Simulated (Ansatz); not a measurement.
# TaInS3 (model cell, started as cubic perovskite with Ta in the octahedra): from the cell to its phonons, part 2 of 3

How does TaInS3 (model cell, started as cubic perovskite with Ta in the octahedra) vibrate, and is this structure a minimum?

Ansatz 0.2.0; DFT PBE, scalar-relativistic, plane waves, PAW; PAW set soft_1.

So far: The structure; Bringing the structure to rest. The relaxed cell has a = 4.857 Å (conventional setting).

The structure was built from a prototype and need not be the compound's stable phase.

## 3. Tight relaxation

Phonons need a cell at rest on their own settings, so the relaxation is repeated with tight tolerances on forces and stress, using the mesh and the filling of the phonon run that follows.

input.yaml

```yaml
crystal:
  lattice:
    - [4.8565390211, 0.0, 0.0]
    - [0.0, 4.8565390211, 0.0]
    - [0.0, 0.0, 4.8565390211]
  atoms:
    - { symbol: In, position: [0.0, 0.0, 0.0] }
    - { symbol: Ta, position: [0.5, 0.5, 0.5] }
    - { symbol: S, position: [0.5, 0.5, 0.0] }
    - { symbol: S, position: [0.5, 0.0, 0.5] }
    - { symbol: S, position: [0.0, 0.5, 0.5] }
kpoints:
  mp_grid: { grid: [8, 8, 8] }
hamiltonian:
  xc: pbe
  pseudopotentials: { kind: paw, azcp: { folder: soft_1 } }
scf:
  occupations: { method: methfessel_paxton, width: 0.2 }
output:
  forces: true
  stress: true
  eigenvalues: true
  write_density: true
  write_potential: true
  elf: true
  volumetric_format: npy
relax:
  adjacent_minimum: "off"
  f_tol: 0.001
  max_steps: 60
  cell: { stress_tol: 0.01 }
```

Started as:

```
> ansatz run input.yaml --threads 4 --pin off --max-ram 16384MiB --backend cpu --events-out ev --progress --plain --runs-dir out
```

Numbers of over 12 decimals in the logs are rounded to 6 here.

Output:

```text
[...]
Crystal: 5 atoms, lattice volume = 114.546 Å³
Basis set: ecut = 420 eV, 2205 PW (Γ), exchange–correlation on 72×72×72 points (8 copies of the dense FFT grid, shifted against one another)
Bands: 27, of which v1, the nominal top of the filled ones, is band 22 counted from 1 (21 counted from 0)
Symmetry: 48 space group operations
[...]
k-points: 35 of 512
[...]
--- Relaxed structure (2 steps of the walk, 2 accepted, 1 SCFs on fresh bases) ---
[...]
cell:  # Å, volume = 114.6210 Å³
    - [4.857596, 0, 0]
    - [0, 4.857596, 0.0]
    - [0.0, 0.0, 4.857596]
  atoms:
    - { symbol: In, position: [0, 0, 0] }
    - { symbol: Ta, position: [0.5, 0.5, 0.5] }
    - { symbol: S, position: [0.5, 0.5, 0] }
    - { symbol: S, position: [0.5, 0, 0.5] }
    - { symbol: S, position: [0, 0.5, 0.5] }
[key lines of the parts left out:]
SCF converged after 7 iterations
Free energy (F): -18240.237617 eV
Fermi energy:    7.700512 eV
P = ⅓ Tr σ = -0.0099 GPa (-0.099 kbar)
```

Elapsed: 6.2 s, on 4 threads of Arm Neoverse V1, shared host; peak memory 0.48 GiB; 24 s of CPU time.

Little changed from the start: no atom moved by 0.005 Å and no cell edge by 0.1 %.

This step gave:

```
pressure        : -0.009858 GPa
volume per atom : 22.92 Å³
```

ELF in the ac plane at fractional y = 0.500, with atoms of Ta and S within 0.2 Å of it. It is the smooth field of the valence electrons, not physical close to the nuclei.

Ten even steps from '_' (0.01) to '@' (0.84), each cell a mean:
```
____..**@@@@--..**@@%%--____
______--%%@@@@%%@@@@**::____
==--..::++##%%%%%%##--..::--
%%##++::::--------::::--**%%
@@@@%%++..--****++..::##@@@@
==%%@@**::##%%##%%++--%%@@**
__++@@**--%%++::##**--%%%%..
..**@@**--%%**++%%**--%%@@--
%%@@@@++::++%%%%##----##@@@@
@@@@##--..::----::..::++%%@@
**++::..--++******++::::--**
....__::##@@@@@@@@%%++..__..
____..++@@@@**++%%@@##--____
____..**@@%%..__==@@%%==____
```
Columns run along a (4.9 Å), rows up along c (4.9 Å). Atoms in or near the plane, at fractional coordinates: Ta at (0.50, 0.50), S at (0.50, 0.00), S at (0.00, 0.50).

Electrostatic potential energy in the ac plane at fractional y = 0.500, with atoms of Ta and S within 0.2 Å of it. With pseudopotentials it is smooth inside the atoms' cores, unlike the true potential.

Values in eV, 14 rows by 14 columns, each cell a mean:
```
 12  12  12  11   4 -22 -33 -31 -33  -8   8  12  12  12
 12  12  12  11   8  -5 -21 -25 -15   2  10  12  12  12
 11  12  12  11   9   5  -1  -2   2   7  10  12  12  12
  7   9  10  10   8   3  -1  -3   0   5   9  10  10   8
-12  -3   5   7   2  -9 -21 -24 -16  -3   5   7   2  -8
-33 -27  -6   3  -5 -28 -44 -47 -39 -16   0   2 -15 -33
-24 -33 -14   1 -10 -37 -47 -48 -47 -24  -3  -2 -25 -31
-30 -32 -10   2  -8 -33 -46 -47 -44 -21  -1  -1 -21 -33
-26 -15   1   5  -1 -18 -33 -37 -28  -9   3   5  -5 -22
  2   6   9   9   6  -1  -8 -10  -5   2   8   9   8   4
 10  11  11  11   9   5   2   1   3   7  10  11  11  11
 12  12  12  11   9   1 -10 -14  -6   5  10  12  12  12
 12  12  12  11   6 -15 -32 -33 -27  -3   9  12  12  12
 12  12  12  10   2 -26 -30 -24 -33 -12   7  11  12  12
```
Columns run along a (4.9 Å; values clipped at the 3rd and 97th percentile), rows up along c (4.9 Å). Atoms in or near the plane, at fractional coordinates: Ta at (0.50, 0.50), S at (0.50, 0.00), S at (0.00, 0.50).

Valence density in the ac plane at fractional y = 0.500, with atoms of Ta and S within 0.2 Å of it. It is the smooth field of the valence electrons, not physical close to the nuclei.

Values in e/Å³, 14 rows by 14 columns, each cell a mean:
```
0.0 0.0 0.1 0.2 0.5 1.0 0.9 0.7 1.0 0.8 0.3 0.1 0.0 0.0
0.0 0.0 0.1 0.1 0.3 0.8 1.1 1.1 1.0 0.5 0.2 0.1 0.0 0.0
0.1 0.1 0.1 0.1 0.2 0.4 0.7 0.7 0.6 0.3 0.2 0.1 0.1 0.1
0.3 0.3 0.2 0.2 0.2 0.3 0.5 0.6 0.4 0.2 0.2 0.2 0.2 0.3
0.8 0.7 0.4 0.3 0.3 0.7 1.5 1.8 1.1 0.4 0.2 0.3 0.5 0.8
1.0 1.1 0.8 0.5 0.5 2.1 4.0 4.4 3.3 1.1 0.4 0.6 1.0 1.0
0.4 1.0 1.0 0.6 0.8 3.1 4.4 4.0 4.4 1.8 0.6 0.7 1.1 0.7
0.7 1.1 0.9 0.5 0.7 2.7 4.4 4.4 4.0 1.5 0.5 0.7 1.1 0.9
1.0 0.9 0.6 0.4 0.4 1.2 2.7 3.1 2.1 0.7 0.3 0.4 0.8 1.0
0.5 0.4 0.3 0.2 0.2 0.4 0.7 0.8 0.5 0.3 0.2 0.2 0.3 0.5
0.2 0.1 0.1 0.1 0.2 0.4 0.5 0.6 0.5 0.3 0.2 0.1 0.1 0.2
0.1 0.1 0.1 0.1 0.3 0.6 0.9 1.0 0.8 0.4 0.2 0.1 0.1 0.1
0.0 0.0 0.1 0.1 0.4 0.9 1.1 1.0 1.1 0.7 0.3 0.1 0.0 0.0
0.0 0.0 0.1 0.2 0.5 1.0 0.7 0.4 1.0 0.8 0.3 0.1 0.0 0.0
```
Columns run along a (4.9 Å), rows up along c (4.9 Å). Atoms in or near the plane, at fractional coordinates: Ta at (0.50, 0.50), S at (0.50, 0.00), S at (0.00, 0.50).

The forces vanish by symmetry and the pressure is -0.010 GPa, within the tolerances set. The cell now holds 22.92 Å³/atom.

## 4. Linear response at the zone centre

The zone centre comes first: it holds the modes that light can see, as far as symmetry allows. No field response is asked, since the mesh shows no gap.

input.yaml, the sections that differ from step 3:

```yaml
crystal:
  lattice:
    - [4.8575955774, 0.0, 0.0]
    - [0.0, 4.8575955774, 0.0]
    - [0.0, 0.0, 4.8575955774]
  atoms:
    - { symbol: In, position: [0.0, 0.0, 0.0] }
    - { symbol: Ta, position: [0.5, 0.5, 0.5] }
    - { symbol: S, position: [0.5, 0.5, 0.0] }
    - { symbol: S, position: [0.5, 0.0, 0.5] }
    - { symbol: S, position: [0.0, 0.5, 0.5] }
output:
  eigenvalues: true
phonons:
  method: dfpt
# kpoints, hamiltonian, scf: as in step 3
# relax: removed
```

Output:

```text
zone centre: on kpoints.mp_grid the ground state, and the responses unless they are solved on pairs of k-points, stand on 125 of the mesh's 512 k-points, reduced under 8 symmetry operations, with k and −k counted as one. Each operation leaves every solved displacement unchanged or reverses it
[...]
Crystal: 5 atoms, lattice volume = 114.621 Å³
Basis set: ecut = 420 eV, 2205 PW (Γ), exchange–correlation on 72×72×72 points (8 copies of the dense FFT grid, shifted against one another)
Bands: 27, of which v1, the nominal top of the filled ones, is band 22 counted from 1 (21 counted from 0)
Symmetry: 48 space group operations
k-points: 125 of 512 (irreducible under 8 space group operations)
[...]
SCF iter   1: F=—  HF=-18240.417781 eV  |F-HF|=—  |Δ(HF+E_count)|=         —  Δρ=2.55e-2  dr2=6.60e-1  ethr=3.10e-3  ⟨swp⟩=6.7  Hψ=15934  notcnv=0
[...]
SCF iter  11: F=-18240.237617 eV  HF=-18240.237617 eV  |F-HF|=1.09e-11  |Δ(HF+E_count)|=  7.28e-12  S|Δr|=    0.00e0  Δρ=3.12e-8  dr2=1.71e-12  ethr=1.00e-12  ⟨swp⟩=9.6  Hψ=17494  notcnv=0
SCF 1 converged in 11 iterations: F = -18240.237617 eV  dr2 = 1.71e-12
[...]
DFPT response loops at Γ: preconditioner auto → Kerker (q_TF=auto, 2.326 Å⁻¹) (partly filled bands, converged f_vac=0.000); β = 1.00, the filter's whole step (`scf.mixing.beta` (0.50) is not read by the response loops under this deck's `scf.mixing.preconditioner`; to damp them name `kerker` or `kerker_dos`, under which they read `scf.mixing.beta`, and type it under 1.00, their step now; both keys bind the ground state too); Broyden in place of MSR1
SCF converged after 11 iterations
[...]
Free energy (F): -18240.237617 eV
[...]
Internal energy: -18240.245717 eV  (E = F + TS)
E sigma→0 (E₀):  -18240.239642 eV
Entropy (-TS):   0.008100 eV (1.620 meV/atom)
Fermi energy:    7.700512 eV
[...]
--- Band table (eV; the first three rows and the last of 125) ---
  k-point 0: bands = [... 18 lower, 6.4344, 6.8434, 6.8434, 6.8434, 7.2211, 7.2211, 7.2211, 9.6216, ... 1 higher]
  k-point 1: bands = [... 18 lower, 6.3686, 6.5296, 6.7309, 6.7309, 7.2278, 7.9000, 7.9000, 9.6273, ... 1 higher]
  k-point 2: bands = [... 18 lower, 6.2192, 6.7618, 6.7618, 6.7830, 7.2443, 8.8268, 8.8268, 9.6392, ... 1 higher]
  k-point 124: bands = [... 18 lower, 4.5948, 7.7476, 7.7476, 7.7476, 10.0769, 10.0769, 10.0769, 13.8194, ... 1 higher]
--- Phonons (Γ-DFPT): 4 representative perturbations + reference, on 125 of 512 k-points (Σ response iterations 12) ---
  k mesh reduced under 8 symmetry operations, with k and −k counted as one. Each operation leaves every solved displacement unchanged or reverses it
  ASR residual: 1.825e-5 → 0.000e0 eV/Å²; symmetrization residual: 1.151e-5 eV/Å²
  ASR residual per site (eV/Å²): 1.31e-5 1.82e-5 1.48e-5 1.48e-5 1.48e-5
  Γ frequencies (cm⁻¹): -42.99 -42.99 -42.99 0.00 0.00 0.00 26.25 26.25 26.25 112.39 112.39 112.39 301.72 301.72 301.72
  non-analytic LO–TO correction: not included (Born effective charges unavailable; polar crystals: no LO–TO splitting at Γ)
```

Wall time 48 s (4 threads); peak memory 1.5 GiB; 3.1 min of CPU time.

Reading the cycles: dr2 is the Hartree energy of the density residual (eV), the measure of convergence; HF is the Harris–Foulkes estimate of the energy, which meets the free energy F at convergence.

Numbers from this step:

| Item | Value |
| --- | --- |
| sum-rule residual before enforcement | 1.82e-5 eV/Å² |
| point group | m-3m |
| highest optical mode at the zone centre (no LO-TO term) | 301.7 cm⁻¹ |
| lowest optical zone-centre mode | -42.99 cm⁻¹ |

Patterns of degenerate modes are one choice out of their space. The modes at Γ (shares of kinetic energy by element, %) (negative means imaginary):

| mode | frequency (cm⁻¹) | symmetry | In % | Ta % | S % |
| --- | --- | --- | --- | --- | --- |
| 1 | -43.0 | T1u | 12 | 12 | 76 |
| 2 | -43.0 | T1u | 12 | 12 | 76 |
| 3 | -43.0 | T1u | 12 | 12 | 76 |
| 4 | 0.0 | acoustic | 29 | 46 | 25 |
| 5 | 0.0 | acoustic | 29 | 46 | 25 |
| 6 | 0.0 | acoustic | 29 | 46 | 25 |
| 7 | 26.2 | T1u | 59 | 41 | 1 |
| 8 | 26.2 | T1u | 59 | 41 | 1 |
| 9 | 26.2 | T1u | 59 | 41 | 1 |
| 10 | 112.4 | T2u | 0 | 0 | 100 |
| 11 | 112.4 | T2u | 0 | 0 | 100 |
| 12 | 112.4 | T2u | 0 | 0 | 100 |
| 13 | 301.7 | T1u | 0 | 1 | 99 |
| 14 | 301.7 | T1u | 0 | 1 | 99 |
| 15 | 301.7 | T1u | 0 | 1 | 99 |

Displacements in mode 3 (-43.0 cm⁻¹), the largest set to 1:
```
In1 -0.33  0.05  0.13
Ta2 -0.26  0.04  0.10
S3   1.00 -0.16 -0.25
S4   1.00 -0.10 -0.40
S5   0.63 -0.16 -0.40
```

Displacements in mode 7 (26.2 cm⁻¹), the largest set to 1:
```
In1  1.00 -0.04 -0.84
Ta2 -0.67  0.02  0.56
S3   0.12  0.00  0.06
S4   0.12  0.00 -0.10
S5  -0.07  0.00 -0.10
```

Before it was imposed, the acoustic sum rule was missed by 1.8e-5 eV/Å². Small misses are needed for a sound result but don't prove that mesh and cutoff are converged. The lowest optical mode is imaginary, 43.0i cm⁻¹, so the energy falls along it.

(Continued in part 3 of 3.)

[Logs are printed without paths, hosts, clocks, repeated set-up lines and the standing remarks that a program may print on its own settings, such as how far it seeks lower states.]

[Hosts, paths, dates, database ids (printed as entryN), source tags and the programs' standing remarks are cut or masked in the printed files.]
